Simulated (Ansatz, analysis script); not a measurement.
# CuSiO3: spin spirals and exchange, part 2 of 2

Does a spiral lie below the collinear start of CuSiO3, and how stiff are the moments?

Ansatz 0.2.0; PBEsol with U = 6 eV on Cu d (ortho-atomic projectors), PAW set soft_1 (files made for PBE).

So far. Step 3 (Collinear start 2: antiferro +-): It ends antiferromagnetic, with 0.682 μB on the largest site. Step 5 (q = (0, 0, 0)): The largest moment is 0.682 μB, against 0.682 μB in the collinear run.

## Step 6: q = (0, -0.5, 0)

Level of this step: Ansatz DFT, spin spiral by the generalised Bloch theorem, no spin-orbit coupling; PBEsol+U, PAW set soft_1; PAW set soft_1 (Ansatz).

Only q changes. The cell stays that of the crystal, since the generalised Bloch theorem carries the rotation from cell to cell.

Input file input.yaml:

```yaml
crystal:
  lattice:
    - [8.958139, 0.0, 0.0]
    - [0.0, 2.860253, 0.0]
    - [0.0, 0.0, 4.918236]
  atoms:
    - { symbol: Si, position: [0.75, 0.5, 0.877859] }
    - { symbol: Si, position: [0.25, 0.5, 0.122141] }
    - { symbol: Cu, position: [0.5, 0.0, 0.5], spin: 0.68, spin_axis: [1.0, 0.0, 0.0] }
    - { symbol: Cu, position: [0.0, 0.0, 0.5], spin: 0.68, spin_axis: [-1.0, 0.0, 0.0] }
    - { symbol: O, position: [0.597254, 0.5, 0.695657] }
    - { symbol: O, position: [0.402746, 0.5, 0.304343] }
    - { symbol: O, position: [0.902746, 0.5, 0.695657] }
    - { symbol: O, position: [0.097254, 0.5, 0.304343] }
    - { symbol: O, position: [0.25, 0.0, 0.945232] }
    - { symbol: O, position: [0.75, 0.0, 0.054768] }
kpoints:
  mp_grid: { grid: [4, 8, 8] }
hamiltonian:
  xc: pbesol
  hubbard:
    projectors: ortho-atomic
    sites: [{ species: Cu, l: d, u_eff: 6.0 }]
  pseudopotentials: { kind: paw, azcp: { folder: soft_1 }, xc_functional: pbe }
scf:
  occupations: { method: fermi_dirac, width: 0.05 }
  max_iter: 120
  convergence: { dr2_threshold: 1.0e-08 }
basis:
  ecutwfc: 420.0
magnetization:
  noncollinear: true
  spin_spiral: { q: [0.0, -0.5, 0.0] }
  spin_locking: { lock_directions: true }
checkpoint:
  read: start
```

On the command line:

```bash
> ansatz run input.yaml --threads 2 --pin off --max-ram 5632MiB --backend cpu --events-out ev --progress --plain --runs-dir out
```

Numbers of over 12 decimals in the logs are rounded to 6 here.

The log of the run:

```text
[...]
Crystal: 10 atoms, lattice volume = 126.018 Å³
Basis set: ecut = 420 eV, 2493 PW (Γ)
Bands: 102, of which v1, the nominal top of the filled ones, is band 82 counted from 1 (81 counted from 0)
Symmetry: 1 space group operations
k-points: 256
[...]
SCF iter  10: F=-17787.058901 eV  HF=-17787.058901 eV  |F-HF|=2.63e-9  |Δ(HF+E_count)|=   5.70e-9  Δρ=2.19e-6  dr2=3.65e-9  dr2_m=2.22e-10  ethr=8.96e-12  |M|=2.48e-7 ∫|m|=1.81e0 μB  |m|>n=0.0e0 m-floor=0.0e0 τ_xc=7.6e-4 mc-row=0.0e0  ⟨swp⟩=3.0  Hψ=67855  notcnv=0
SCF 1 converged in 10 iterations: F = -17787.058901 eV  dr2 = 3.65e-9
[...]
SCF converged after 10 iterations
[...]
Magnetization: |M| = 0.0000 μB,  M = (-0.0000, -0.0000, +0.0000) μB
Absolute magnetization: 1.8071 μB (∫|m|, with the PAW one-centre terms)
  site 0: m = (-0.0000, -0.0000, -0.0000) μB, |m| = 0.0000 μB  (R = 0.67 Å)
  site 1: m = (-0.0000, +0.0000, -0.0000) μB, |m| = 0.0000 μB  (R = 0.67 Å)
  site 2: m = (+0.6744, +0.0000, +0.0000) μB, |m| = 0.6744 μB  (R = 0.80 Å)
  site 3: m = (-0.6744, -0.0000, +0.0000) μB, |m| = 0.6744 μB  (R = 0.80 Å)
  site 4: m = (-0.0000, -0.0000, +0.0000) μB, |m| = 0.0000 μB  (R = 0.67 Å)
  site 5: m = (-0.0000, +0.0000, +0.0000) μB, |m| = 0.0000 μB  (R = 0.67 Å)
  site 6: m = (+0.0000, +0.0000, +0.0000) μB, |m| = 0.0000 μB  (R = 0.67 Å)
  site 7: m = (+0.0000, +0.0000, +0.0000) μB, |m| = 0.0000 μB  (R = 0.67 Å)
  site 8: m = (-0.0000, +0.0000, +0.0000) μB, |m| = 0.0000 μB  (R = 0.69 Å)
  site 9: m = (-0.0000, -0.0000, +0.0000) μB, |m| = 0.0000 μB  (R = 0.69 Å)
--- Magnetisation constraints (ε_frz = 1.0e-4 eV) ---
[...]
2     per_site_axis  ê (+1.000, +0.000, +0.000) ≥0.00  (+0.674, +0.000, +0.000)  2.41e-9      (+0.0e0, +1.9e-10, +4.8e-9)  1.000  0    yes
  3     per_site_axis  ê (-1.000, +0.000, +0.000) ≥0.00  (-0.674, -0.000, +0.000)  2.06e-9      (+0.0e0, -1.1e-9, +4.1e-9)   1.000  0    yes
Free energy (F): -17787.058901 eV
[...]
Internal energy: -17787.058901 eV  (E = F + TS)
E sigma→0 (E₀):  -17787.058901 eV
Fermi energy:    5.724695 eV
[...]
```

Elapsed: 14 min, on 2 threads of Arm Neoverse V1, shared host; peak memory 5.3 GiB.

The energy of the cell lies 14.4 meV below that at q = 0, and the largest moment is 0.674 μB against 0.682 μB.

## Step 7: q = (0, -0.25, 0)

input.yaml, as its differences from that of step 6:

```diff
@@ -32,3 +32,3 @@
   noncollinear: true
-  spin_spiral: { q: [0.0, -0.5, 0.0] }
+  spin_spiral: { q: [0.0, -0.25, 0.0] }
   spin_locking: { lock_directions: true }
```

The log of the run:

```text
[...]
Crystal: 10 atoms, lattice volume = 126.018 Å³
Basis set: ecut = 420 eV, 2493 PW (Γ)
Bands: 102, of which v1, the nominal top of the filled ones, is band 82 counted from 1 (81 counted from 0)
Symmetry: 1 space group operations
k-points: 256
[...]
2     per_site_axis  ê (+1.000, +0.000, +0.000) ≥0.00  (+0.677, -0.000, +0.000)  6.98e-10     (+0.0e0, -4.3e-10, +1.4e-9)   1.000  0    yes
  3     per_site_axis  ê (-1.000, +0.000, +0.000) ≥0.00  (-0.677, +0.000, +0.000)  1.96e-10     (+0.0e0, +3.9e-10, +9.1e-11)  1.000  0    yes
Free energy (F): -17787.056419 eV
[...]
Internal energy: -17787.056419 eV  (E = F + TS)
E sigma→0 (E₀):  -17787.056419 eV
Fermi energy:    5.806891 eV
[...]
[key lines of the parts left out:]
SCF converged after 9 iterations
Magnetization: |M| = 0.0000 μB,  M = (+0.0000, -0.0000, +0.0000) μB
```

Elapsed: 13 min, on 2 threads; peak memory 5.3 GiB.

The energy of the cell lies 11.9 meV below that at q = 0, and the largest moment is 0.677 μB against 0.682 μB.

## Step 8: q = (0, 0, -0.25)

input.yaml, as its differences from that of step 7:

```diff
@@ -32,3 +32,3 @@
   noncollinear: true
-  spin_spiral: { q: [0.0, -0.25, 0.0] }
+  spin_spiral: { q: [0.0, 0.0, -0.25] }
   spin_locking: { lock_directions: true }
```

The log of the run:

```text
[...]
Crystal: 10 atoms, lattice volume = 126.018 Å³
Basis set: ecut = 420 eV, 2493 PW (Γ)
Bands: 102, of which v1, the nominal top of the filled ones, is band 82 counted from 1 (81 counted from 0)
Symmetry: 1 space group operations
k-points: 256
[...]
3     per_site_axis  ê (-1.000, +0.000, +0.000) ≥0.00  (-0.683, +0.000, -0.000)  1.88e-9      (+0.0e0, +1.9e-9, -3.8e-9)   1.000  0    yes
Free energy (F): -17787.044667 eV
[...]
Internal energy: -17787.044667 eV  (E = F + TS)
E sigma→0 (E₀):  -17787.044667 eV
Entropy (-TS):   -0.000000 eV (-0.000 meV/atom)
Fermi energy:    5.936410 eV
[...]
[key lines of the parts left out:]
SCF converged after 6 iterations
Magnetization: |M| = 0.0000 μB,  M = (-0.0000, +0.0000, +0.0000) μB
```

Run time: 12 min. Hardware: 2 threads; peak memory 5.2 GiB.

The energy of the cell lies 0.143 meV below that at q = 0, and the largest moment is 0.683 μB against 0.682 μB.

## Step 9: q = (0.5, 0, 0)

input.yaml, as its differences from that of step 8:

```diff
@@ -32,3 +32,3 @@
   noncollinear: true
-  spin_spiral: { q: [0.0, 0.0, -0.25] }
+  spin_spiral: { q: [0.5, 0.0, 0.0] }
   spin_locking: { lock_directions: true }
```

The log of the run:

```text
[...]
Crystal: 10 atoms, lattice volume = 126.018 Å³
Basis set: ecut = 420 eV, 2493 PW (Γ)
Bands: 102, of which v1, the nominal top of the filled ones, is band 82 counted from 1 (81 counted from 0)
Symmetry: 1 space group operations
k-points: 256
[...]
3     per_site_axis  ê (-1.000, +0.000, +0.000) ≥0.00  (-0.683, -0.000, -0.000)  1.72e-9      (+0.0e0, -3.4e-9, -1.0e-9)  1.000  0    yes
Free energy (F): -17787.042339 eV
[...]
Internal energy: -17787.042339 eV  (E = F + TS)
E sigma→0 (E₀):  -17787.042339 eV
Entropy (-TS):   -0.000000 eV (-0.000 meV/atom)
Fermi energy:    5.939846 eV
[...]
[key lines of the parts left out:]
SCF converged after 7 iterations
Magnetization: |M| = 0.0000 μB,  M = (+0.0000, +0.0000, -0.0000) μB
```

The job ended after 12 min (2 threads; peak memory 5.3 GiB).

The energy of the cell lies 2.19 meV above that at q = 0, and the largest moment is 0.683 μB against 0.682 μB.

3 more runs differ from these in the same keys alone and are tabled below.

## Step 10: The spirals together

```csv
q (reciprocal lattice),path length (1/Å),E(q) − E(0) (meV a magnetic atom),|m| Cu no. 3 (μB),|m| Cu no. 4 (μB)
"(0, 0, 0)",0.000,0.00,0.68,0.68
"(0, -0.25, 0)",0.549,-5.95,0.68,0.68
"(0, -0.5, 0)",1.098,-7.19,0.67,0.67
"(0.5, -0.5, 0)",1.449,-5.93,0.68,0.68
"(0.5, -0.25, 0)",1.998,-4.85,0.68,0.68
"(0.5, 0, 0)",2.547,1.09,0.68,0.68
"(0, 0, 0)",2.898,0.00,0.68,0.68
"(0, 0, -0.25)",3.217,-0.07,0.68,0.68
"(0, 0, -0.5)",3.537,-0.14,0.68,0.68
```

## Step 11: Summary of results

```yaml
lowest_point_of_the_path: q = (0, -0.5, 0), -7.19 meV a magnetic atom from q = 0
highest_point: 1.09 meV a magnetic atom
```

What this shows: The state at q = (0, -0.5, 0) lies 7.19 meV a magnetic atom below the antiferromagnetic start, so that start is not the lowest state. The moments change by at most 2 % from their size at q = 0, so they are well localised. No spin model is given, since this treatment keeps to cells with one magnetic atom. States with other phases between the sublattices can lie lower than any point of this path. The 8 spiral runs took 1.6 h of wall time, added up.

[Logs and program files are shortened in this print: banners, set-up blocks, solver, clock and traceback lines can be left out without a mark of their own.]

[Logs are printed without paths, hosts, clocks, repeated set-up lines and the standing remarks that a program may print on its own settings, such as how far it seeks lower states.]

[Hosts, paths, dates, database ids (printed as entryN), source tags and the programs' standing remarks are cut or masked in the printed files.]
